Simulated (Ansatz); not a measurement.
# Does disorder add resistance in series? Ti(0001) layers displaced at 273 K

Two lengths of the disordered region are known. What area resistance does the third give?

**Method.** Ansatz 0.2.0, plane waves with PAW datasets at their recommended cutoffs (420 eV for most), Fermi-Dirac smearing; ballistic transmission by layer matching. The area resistance is RA = A (h/2e²)(1/T − 1/N), with T the zone-mean transmission per spin and N the lead's channels, both averaged over a few energies near the Fermi level; for magnets each spin is taken apart, with h/e², and the two conduct in parallel. Lateral cell 2x2, PBE, a fresh random draw for each length. Atoms are displaced independently, by 0.0708 Å r.m.s. per direction; each RA is scaled by the nominal over the drawn mean square displacement.

Results; the value marked ? is to be predicted:

```
length (Å)  channels N  RA (fΩ m²)
      4.69       2.708       0.317
      14.1       2.708       0.789
      23.4       2.708           ?
```

**Fit on the rows shown.**

Ohm's law makes RA linear in the length: the slope is (0.789 − 0.317)/(14.1 − 4.69) = 0.0503 fΩ m² per Å, or 50 µΩ cm. Then 0.789 + 0.0503 × 9.37. Predicted: 1.26 fΩ m².

Check against the run:

1.33 fΩ m², so the prediction is 5.5 % too low. The three lengths together give 54 µΩ cm. The two increments are 0.47 and 0.55 fΩ m², roughly as Ohm's law has it, though with one draw for each length that is a weak test.

**Limits.** The scatterers repeat sideways with the small cell. The slope is a raw one; a model of isotropic scattering puts it 1.04 times the bulk value over these lengths.

[Logs are printed without paths, hosts, clocks, repeated set-up lines and the standing remarks that a program may print on its own settings, such as how far it seeks lower states.]
